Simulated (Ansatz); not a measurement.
# (KF)1(LiCl)3 [001] superlattice, started as rocksalt type: a soft mode frozen in

Which phase does (KF)1(LiCl)3 [001] superlattice, started as rocksalt type fall into along its unstable mode, and how much energy does it gain?

Calculated with Ansatz 0.2.0; DFT LDA, scalar-relativistic, plane waves, PAW.

This is a report of a sequence of runs, with most program output left out.

The structure was built from a prototype and need not be the compound's stable phase.

## (1) The starting structure

Symmetry: P4/mmm, No. 123, tetragonal system. Conventional cell: a = 3.513 Å, b = 3.513 Å, c = 10.789 Å, α = 90.00°, β = 90.00°, γ = 90.00°. Nearest to Cl lie 5 Li at 2.46 to 2.48 Å and 1 K at 2.93 Å. Cl has 6 Li at 2.48 to 2.49 Å nearest. Nearest to F lie 4 K at 2.48 Å. Nearest to K lie 4 F at 2.48 Å and 2 Cl at 2.93 Å. Nearest to Li lie 5 Cl at 2.48 to 2.49 Å. Nearest to Li lie 6 Cl at 2.46 to 2.48 Å. Farther neighbours and most contacts between anions are not listed.

As a file:

```cif
data_structure
_symmetry_space_group_name_H-M 'P 1'
_symmetry_Int_Tables_number 1
_cell_length_a 3.5125
_cell_length_b 3.5125
_cell_length_c 10.7887
_cell_angle_alpha 90.000
_cell_angle_beta 90.000
_cell_angle_gamma 90.000
_cell_volume 133.11
loop_
_atom_site_label
_atom_site_type_symbol
_atom_site_fract_x
_atom_site_fract_y
_atom_site_fract_z
_atom_site_occupancy
Cl1 Cl 0.00000 0.00000 0.27185 1
Cl2 Cl 0.50000 0.50000 0.50000 1
Cl3 Cl 0.00000 0.00000 0.72815 1
F4 F 0.50000 0.50000 0.00000 1
K5 K 0.00000 0.00000 0.00000 1
Li6 Li 0.50000 0.50000 0.26928 1
Li7 Li 0.00000 0.00000 0.50000 1
Li8 Li 0.50000 0.50000 0.73072 1
```

## (2) Zone-centre response

The cell comes from relaxations at this level that are not shown. The zone centre is the only wavevector solved here; it holds the modes that light can see, as far as symmetry allows. The response to a homogeneous field gives the Born charges and the dielectric tensor, and its change with displacement the Raman tensors.

input.yaml

```yaml
crystal:
  lattice:
    - [2.483729956, 2.483729956, 0.0]
    - [-2.483729956, 2.483729956, 0.0]
    - [0.0, 0.0, 10.7887450165]
  atoms:
    - { symbol: Cl, position: [0.0, 0.0, 0.2718482739] }
    - { symbol: Cl, position: [0.5, 0.5, 0.5] }
    - { symbol: Cl, position: [0.0, 0.0, 0.7281517261] }
    - { symbol: F, position: [0.5, 0.5, 0.0] }
    - { symbol: K, position: [0.0, 0.0, 0.0] }
    - { symbol: Li, position: [0.5, 0.5, 0.2692795895] }
    - { symbol: Li, position: [0.0, 0.0, 0.5] }
    - { symbol: Li, position: [0.5, 0.5, 0.7307204105] }
kpoints:
  mp_grid: { grid: [8, 8, 2] }
hamiltonian:
  xc: lda
scf:
  occupations: { method: fixed }
output:
  eigenvalues: true
phonons:
  method: dfpt
  dielectric: true
  rigid_motions: translations
  raman: true
```

The run is started by

```
$ ansatz run input.yaml --threads 4 --pin off --max-ram 14336MiB --backend cpu --events-out ev --progress --plain --runs-dir out
```

It took 2.9 min on 4 threads of Arm Neoverse V2, shared host; peak memory 1.8 GiB.

A gap read on the k-mesh alone can miss the band edges.

Numbers from this step:

```
gap on the k-mesh                                       : 5.953 eV
volume per atom                                         : 16.64 Å³
sum-rule residual before enforcement                    : 4.47e-5 eV/Å²
miss of the charge sum rule                             : 0.004007 e
estimated error of the dielectric tensor                : 0.007422
estimated error of the Born charges                     : 0.01021 e
point group                                             : 4/mmm
highest optical mode at the zone centre (no LO-TO term) : 329.1 cm⁻¹
lowest optical zone-centre mode                         : -161 cm⁻¹
mean high-frequency dielectric constant                 : 2.769
largest Born charge (third of the trace)                : -1.268 e
top of the zone-centre spectrum with the field          : 413.9 cm⁻¹
```

Without the LO-TO term. Patterns of degenerate modes are one choice out of their space. Modes at Γ, with each element's share of the kinetic energy (negative means imaginary):

```csv
mode,frequency (cm⁻¹),symmetry,Cl %,F %,K %,Li %
1,-161.0,A2u,1,62,0,37
2,0.0,acoustic,57,10,21,11
3,0.0,acoustic,57,10,21,11
4,0.0,acoustic,57,10,21,11
5,50.7,Eu,29,20,48,3
6,50.7,Eu,29,20,48,3
7,81.8,Eg,87,0,0,13
8,81.8,Eg,87,0,0,13
9,120.8,Eu,84,0,0,16
10,120.8,Eu,84,0,0,16
11,154.1,A1g,74,0,0,26
12,163.3,A2u,54,0,45,1
13,204.9,A2u,51,12,6,31
14,231.2,Eu,15,0,0,85
15,231.2,Eu,15,0,0,85
16,236.8,Eg,13,0,0,87
17,236.8,Eg,13,0,0,87
18,239.5,Eu,16,0,0,84
19,239.5,Eu,16,0,0,84
20,240.8,A2u,28,11,26,35
21,273.1,A1g,26,0,0,74
22,277.2,Eu,0,70,29,1
23,277.2,Eu,0,70,29,1
24,329.1,A2u,9,4,2,85
```

Displacements in mode 1 (-161.0 cm⁻¹), the largest set to 1:
```
Cl1  0.00  0.00 -0.03
Cl2  0.00  0.00 -0.08
Cl3  0.00  0.00 -0.03
F4   0.00  0.00  1.00
K5   0.00  0.00  0.00
Li6  0.00  0.00 -0.89
Li7  0.00  0.00 -0.25
Li8  0.00  0.00 -0.89
```

Displacements in mode 24 (329.1 cm⁻¹), the largest set to 1:
```
Cl1  0.00  0.00 -0.07
Cl2  0.00  0.00 -0.11
Cl3  0.00  0.00 -0.07
F4   0.00  0.00  0.14
K5   0.00  0.00 -0.06
Li6  0.00  0.00  0.11
Li7  0.00  0.00  1.00
Li8  0.00  0.00  0.11
```

Before it was imposed, the acoustic sum rule was missed by 4.5e-5 eV/Å² and the charge sum rule by 0.0040 e. Small misses are needed for a sound result but don't prove that mesh and cutoff are converged. The lowest optical mode is imaginary, 161.0i cm⁻¹, so the energy falls along it.

## (3) The mode frozen in, largest atomic shift 0 Å

The mode followed lies at Γ with frequency 161.0i cm⁻¹, the softest among the wavevectors solved. At small amplitude the distorted cell has space group no. 99 by a symmetry search on the positions. The undistorted cell that holds it gives the zero of energy on the same k mesh.

input.yaml, as its differences from that of step 2:

```diff
@@ -19,9 +19,6 @@
 scf:
-  occupations: { method: fixed }
+  occupations: { method: gaussian, width: 0.02 }
 output:
+  forces: true
+  stress: true
   eigenvalues: true
-phonons:
-  method: dfpt
-  dielectric: true
-  rigid_motions: translations
-  raman: true
```

The job ended after 1.7 s (4 threads; peak memory 0.45 GiB).

Numbers from this step:

| Item | Value |
| --- | --- |
| pressure | 0.002543 GPa |
| energy from the undistorted cell | 0 meV/atom |

At this level the gap is 5.95 eV on the k-mesh of the self-consistent run, which can miss the band edges.

## (4) The mode frozen in, largest atomic shift 0.45 Å

The atoms are moved along the unstable eigenvector, the largest shift by 0.45 Å, with the cell fixed.

input.yaml, the sections that differ from step 3:

```yaml
crystal:
  lattice:
    - [2.483729956, 2.483729956, 0.0]
    - [-2.483729956, 2.483729956, 0.0]
    - [0.0, 0.0, 10.7887450165]
  atoms:
    - { symbol: Cl, position: [0.0, 0.0, 0.2729581548] }
    - { symbol: Cl, position: [0.5, 0.5, 0.5033837664] }
    - { symbol: Cl, position: [0.0, 0.0, 0.7292616069] }
    - { symbol: F, position: [0.5, 0.5, -0.041710134] }
    - { symbol: K, position: [0.0, 0.0, 0.0001776182] }
    - { symbol: Li, position: [0.5, 0.5, 0.3064435289] }
    - { symbol: Li, position: [0.0, 0.0, 0.5102306656] }
    - { symbol: Li, position: [0.5, 0.5, 0.7678843498] }
# kpoints, hamiltonian, scf, output: as in step 3
```

Wall time 2.5 s (4 threads); peak memory 0.4 GiB.

This step gave:

| Item | Value |
| --- | --- |
| pressure | 0.3129 GPa |
| gap on the k-mesh | 5.374 eV |
| energy from the undistorted cell | -25.87 meV/atom |

The energy, extrapolated to zero smearing, is -25.87 meV/atom against the undistorted cell.

The run ends at a pressure of 0.31 GPa, with forces up to 0.58 eV/Å.

## (5) Energy along the mode, all amplitudes (two of the runs are shown above)

An imaginary frequency means negative curvature, so the energy should fall and then rise again as anharmonic terms take over.

Numbers from this step:

| Property | Result |
| --- | --- |
| depth at the lowest point sampled | 25.87 meV/atom |
| largest atomic shift at that point | 0.45 Å |

Energy from the parent against largest atomic shift:

```csv
largest atomic shift (Å),energy from the parent (meV/atom)
0.000,0
0.040,-0.292
0.080,-1.16
0.140,-3.50
0.220,-8.34
0.320,-16.3
0.450,-25.9
0.600,-19.7
```

Displacement at unit largest shift by atom:

```csv
atom,x (Å),y (Å),z (Å),size
Cl1,0.00,0.00,0.03,0.03
Cl2,0.00,0.00,0.08,0.08
Cl3,0.00,0.00,0.03,0.03
F4,0.00,0.00,-1.00,1.00
K5,0.00,0.00,0.00,0.00
Li6,0.00,0.00,0.89,0.89
Li7,0.00,0.00,0.24,0.24
Li8,0.00,0.00,0.89,0.89
```

The lowest of the steps tried is at 0.45 Å, 25.9 meV/atom below the parent; the bottom of the well need not coincide with a step.

## (6) Relaxing from the distorted cell

Starting from the lowest point found, all atoms and the cell are let go, so that strain and other modes of the same symmetry can join in.

input.yaml, as its differences from that of step 4:

```diff
@@ -19,3 +19,3 @@
 scf:
-  occupations: { method: gaussian, width: 0.02 }
+  occupations: { method: fixed }
 output:
@@ -24 +24,6 @@
   eigenvalues: true
+relax:
+  adjacent_minimum: "off"
+  f_tol: 0.002
+  max_steps: 120
+  cell: { stress_tol: 0.03 }
```

Run time: 37 s. Hardware: 4 threads; peak memory 0.45 GiB.

Relaxation path:

```csv
step,energy less that of the first step (eV),largest force component (eV/Å),pressure (GPa),volume (Å³)
1,0.0000,0.5845,0.31,133.11
2,-0.0673,0.3789,-0.06,135.10
3,-0.1327,0.1793,-0.02,135.13
4,-0.1470,0.2708,0.18,135.78
5,-0.1557,0.0424,0.07,135.46
6,-0.1562,0.0311,-0.02,135.67
7,-0.1564,0.0083,0.00,135.76
8,-0.1564,0.0031,0.00,135.74
9,-0.1564,0.0004,0.00,135.74
10*,-0.1623,0.0004,0.07,135.74
11,-0.1623,0.0110,-0.01,136.18
12,-0.1624,0.0042,-0.01,136.21
13,-0.1624,0.0014,0.00,136.19
14*,-0.1628,0.0014,0.00,136.19
```

Relaxation steps marked * repeat the geometry before them on a plane-wave basis chosen anew for their cell, so energy and pressure can jump there.

The run keeps the 8 symmetry operations that it works with, so distortions that break them were not tested.

```csv
"conventional cell, symmetrised",before,after,change
a (Å),3.513,3.448,-1.8 %
b (Å),3.513,3.448,-1.8 %
c (Å),10.789,11.455,+6.2 %
volume (Å³/atom),16.64,17.02,+2.3 %
```

The atoms that moved most (Å, as changes of fractional coordinates times the final cell):

```csv
atom,dx,dy,dz,length
Li7,0.000,0.000,0.243,0.243
F4,0.000,0.000,-0.215,0.215
Li8,0.000,0.000,0.160,0.160
Cl1,0.000,0.000,-0.146,0.146
Cl3,0.000,0.000,0.076,0.076
K5,0.000,0.000,-0.058,0.058
Li6,0.000,0.000,-0.050,0.050
Cl2,0.000,0.000,-0.010,0.010
```

Numbers from this step:

* pressure: -0.002214 GPa
* gap on the k-mesh: 5.086 eV
* volume per atom: 17.02 Å³

The distorted start has space group P4mm; the relaxation ends in P4mm.

## (7) The new phase in its own primitive cell

The relaxed structure is symmetrised, reduced to its primitive cell and relaxed tightly, as its phonons need.

input.yaml

```yaml
crystal:
  lattice:
    - [3.4480654854, 0.0, 0.0]
    - [0.0, 3.4480654854, 0.0]
    - [0.0, 0.0, 11.4552686121]
  atoms:
    - { symbol: Cl, position: [0.0, 0.0, 0.2602526311] }
    - { symbol: Cl, position: [0.5, 0.5, 0.5024904925] }
    - { symbol: Cl, position: [0.0, 0.0, 0.7359073726] }
    - { symbol: F, position: [0.5, 0.5, 0.9394841163] }
    - { symbol: K, position: [0.0, 0.0, 0.995113815] }
    - { symbol: Li, position: [0.5, 0.5, 0.3020949395] }
    - { symbol: Li, position: [0.0, 0.0, 0.5314331291] }
    - { symbol: Li, position: [0.5, 0.5, 0.7818530606] }
kpoints:
  mp_grid: { grid: [6, 6, 2] }
hamiltonian:
  xc: lda
scf:
  occupations: { method: fixed }
output:
  forces: true
  stress: true
  eigenvalues: true
relax:
  adjacent_minimum: "off"
  f_tol: 0.001
  max_steps: 60
  cell: { stress_tol: 0.01 }
```

Wall time 5.4 s (4 threads); peak memory 0.42 GiB; 20 s of CPU time.

Little changed from the start: no atom moved by 0.005 Å and no cell edge by 0.1 %.

Numbers from this step:

| Property | Result |
| --- | --- |
| pressure | -3.29e-4 GPa |
| volume per atom | 17.03 Å³ |
| direct gap on mesh | 5.287 eV |

The largest force component left is 0.85 meV/Å and the pressure is 0.000 GPa, within the tolerances set. The cell now holds 17.03 Å³/atom.

## (8) Modes of the new phase, k-mesh 6×6×2

A relaxed structure may still be a saddle point, so its zone-centre modes are computed. The response to a homogeneous field gives the Born charges and the dielectric tensor, and its change with displacement the Raman tensors.

input.yaml

```yaml
crystal:
  lattice:
    - [3.4479470327, 0.0, 0.0]
    - [0.0, 3.4479470327, 0.0]
    - [0.0, 0.0, 11.4567479088]
  atoms:
    - { symbol: Cl, position: [0.0, 0.0, 0.2602586868] }
    - { symbol: Cl, position: [0.5, 0.5, 0.5025024749] }
    - { symbol: Cl, position: [0.0, 0.0, 0.7358876336] }
    - { symbol: F, position: [0.5, 0.5, 0.9394688762] }
    - { symbol: K, position: [0.0, 0.0, 0.9950959649] }
    - { symbol: Li, position: [0.5, 0.5, 0.30211198] }
    - { symbol: Li, position: [0.0, 0.0, 0.5314479884] }
    - { symbol: Li, position: [0.5, 0.5, 0.7818559519] }
kpoints:
  mp_grid: { grid: [6, 6, 2] }
hamiltonian:
  xc: lda
scf:
  occupations: { method: fixed }
output:
  eigenvalues: true
phonons:
  method: dfpt
  dielectric: true
  rigid_motions: translations
  raman: true
```

Elapsed: 3 min, on 4 threads; peak memory 1.8 GiB; 12 min of CPU time.

This step gave:

| Property | Result |
| --- | --- |
| sum-rule residual before enforcement | 1.40e-4 eV/Å² |
| miss of the charge sum rule | 0.004123 e |
| estimated error of the dielectric tensor | 0.007353 |
| estimated error of the Born charges | 0.01030 e |
| point group | 4mm |
| highest optical mode at the zone centre (no LO-TO term) | 496.9 cm⁻¹ |
| lowest optical zone-centre mode | 40.43 cm⁻¹ |
| mean high-frequency dielectric constant | 2.704 |
| largest Born charge (third of the trace) | -1.212 e |
| mean static dielectric constant | 7.504 |
| top of the zone-centre spectrum with the field | 521.5 cm⁻¹ |

Without the LO-TO term. Patterns of degenerate modes are one choice out of their space. The modes at Γ (shares of kinetic energy by element, %):

```csv
mode,frequency (cm⁻¹),symmetry,Cl %,F %,K %,Li %
1,0.0,acoustic,57,10,21,11
2,0.0,acoustic,57,10,21,11
3,0.0,acoustic,57,10,21,11
4,40.4,E,52,11,27,10
5,40.4,E,52,11,27,10
6,80.1,E,74,3,11,12
7,80.1,E,74,3,11,12
8,101.8,E,76,2,14,8
9,101.8,E,76,2,14,8
10,109.5,A1,58,13,18,11
11,145.8,A1,83,2,7,9
12,200.4,A1,71,2,22,5
13,213.0,E,15,0,0,85
14,213.0,E,15,0,0,85
15,222.4,A1,3,48,30,19
16,238.2,E,8,18,13,60
17,238.2,E,8,18,13,60
18,248.3,E,16,0,0,84
19,248.3,E,16,0,0,84
20,256.1,E,1,55,14,30
21,256.1,E,1,55,14,30
22,343.9,A1,17,2,2,80
23,390.7,A1,10,1,1,89
24,496.9,A1,2,22,0,77
```

Displacements in mode 4 (40.4 cm⁻¹), the largest set to 1:
```
Cl1 -0.10  1.00  0.00
Cl2 -0.05  0.46  0.00
Cl3  0.04 -0.36  0.00
F4   0.07 -0.73  0.00
K5   0.08 -0.79  0.00
Li6 -0.09  0.93  0.00
Li7 -0.04  0.44  0.00
Li8  0.05 -0.51  0.00
```

Displacements in mode 14 (213.0 cm⁻¹), the largest set to 1:
```
Cl1  0.00 -0.18  0.00
Cl2  0.00 -0.01  0.00
Cl3  0.00  0.00  0.00
F4   0.00 -0.01  0.00
K5   0.00  0.00  0.00
Li6  0.00  1.00  0.00
Li7  0.00  0.05  0.00
Li8  0.00  0.00  0.00
```

Optical modes at the zone centre, without and with the macroscopic field of the longitudinal modes; each column is sorted by frequency, so a row need not hold one and the same mode. Modes with and without the field, by row:

```csv
rank among optical modes,no field (cm⁻¹),"q along (1, 0, 0) (cm⁻¹)","q along (0, 0, 1) (cm⁻¹)"
1,40.4,40.4,40.4
2,40.4,41.2,40.4
3,80.1,80.1,80.1
4,80.1,80.5,80.1
5,101.8,101.8,101.8
6,101.8,103.1,101.8
7,109.5,109.5,114.8
8,145.8,145.8,146.9
9,200.4,200.4,203.7
10,213,213,213
11,213,222.4,213
12,222.4,224.4,238.2
13,238.2,238.2,238.2
14,238.2,240.1,243.1
15,248.3,248.3,248.3
16,248.3,251.8,248.3
17,256.1,256.1,256.1
18,256.1,343.9,256.1
19,343.9,390.7,357.4
20,390.7,408.1,426.2
21,496.9,496.9,521.5
```

Born charge (rows field, columns displacement) (e), principal values of the symmetric part by kind of site:

```csv
atom,atoms with these values,low,middle,high,mean
Cl1,1,-1.22,-1.22,-0.94,-1.13
Cl2,1,-1.17,-1.17,-0.89,-1.08
Cl3,1,-1.10,-1.10,-0.96,-1.06
F4,1,-1.24,-1.20,-1.20,-1.21
K5,1,1.14,1.14,1.34,1.21
Li6,1,0.81,1.18,1.18,1.06
Li7,2,0.94,1.17,1.17,1.10
```

In full for Cl3:

```
-1.10  0.00  0.00
 0.00 -1.10  0.00
 0.00  0.00 -0.96
```

High-frequency dielectric tensor:

```
2.75 0.00 0.00
0.00 2.75 0.00
0.00 0.00 2.62
```

Static dielectric tensor (ions relaxed, fixed cell):

```
8.71 0.00 0.00
0.00 8.71 0.00
0.00 0.00 5.09
```

Transverse modes. Lines of the infrared spectrum (strongest = 100):

```csv
position (cm⁻¹),label,relative intensity
40,E,0.6
80,E,0.5
102,E,2.4
110,A1,2.9
146,A1,0.8
200,A1,5.1
213,E,94
222,A1,16
238,E,23
248,E,71
256,E,100
344,A1,22
391,A1,30
497,A1,19
```

Activity x (w_L - w)^4 (n + 1)/w, 532 nm, 300 K; modes without the macroscopic field alone. Lines of the Raman spectrum (strongest = 100):

```csv
position (cm⁻¹),label,relative intensity
40,E,0.8
80,E,9.2
102,E,21
110,A1,37
146,A1,16
200,A1,20
213,E,1.4
222,A1,1.3
238,E,27
248,E,2.4
256,E,1.4
344,A1,65
391,A1,100
497,A1,10
```

Before it was imposed, the acoustic sum rule was missed by 1.4e-4 eV/Å² and the charge sum rule by 0.0041 e. Small misses are needed for a sound result but don't prove that mesh and cutoff are converged. The lowest optical mode is real, 40.4 cm⁻¹.

## (9) The phases reached

The phases reached along the modes that were followed are set side by side.

Energies are those of the first relaxation, on the mesh of the frozen mode; space group, volume and gap are those of the last relaxation. Phases, by row:

```csv
mode frozen in,space group,energy from parent (meV/atom),volume (Å³/atom),gap on mesh (eV),lowest zone-centre optical mode (cm⁻¹),largest shift (Å)
parent,P4/mmm,0,16.64,5.953,–,–
"q = (0, 0, 0), 161i cm⁻¹",P4mm,-46.22,17.03,5.086,40.4,0.763
```

## (10) What came out

```yaml
unstable_mode_of_the_parent: q = (0, 0, 0), 161i cm⁻¹
depth_at_the_lowest_point_sampled: 25.9 meV/atom
largest_atomic_shift_at_that_point: 0.45 Å
space_group_reached_within_0p01_a: P4mm
energy_gained_over_the_parent_first_relaxation_on_the_mesh_of_the_frozen_mode: 46.2 meV/atom
volume_per_atom_phase_reached: 17.0 Å³
gap_on_the_k_mesh_phase_reached: 5.09 eV
lowest_optical_zone_centre_mode_phase_reached: 40.4 cm⁻¹
highest_optical_mode_at_the_zone_centre_no_lo_to_term_phase_reached: 497 cm⁻¹
```

What this shows: Along this mode the structure falls into P4mm, 46.2 meV/atom below the parent. At the parent's cell the well is 25.87 meV/atom deep on the steps tried, with its lowest point at a shift of 0.45 Å. Relaxing atoms and cell changes the gain by +20.35 meV/atom against the lowest step (energies at zero smearing). The new phase has no imaginary mode at the zone centre of its cell; other wavevectors were not checked. Each path keeps the symmetry of its pattern, so a lower phase may lie along a pattern not tried. The starting cell was built on a prototype and not taken from a measurement, so the phase need not exist.

[Logs are printed without paths, hosts, clocks, repeated set-up lines and the standing remarks that a program may print on its own settings, such as how far it seeks lower states.]

[Hosts, paths, dates, database ids (printed as entryN), source tags and the programs' standing remarks are cut or masked in the printed files.]
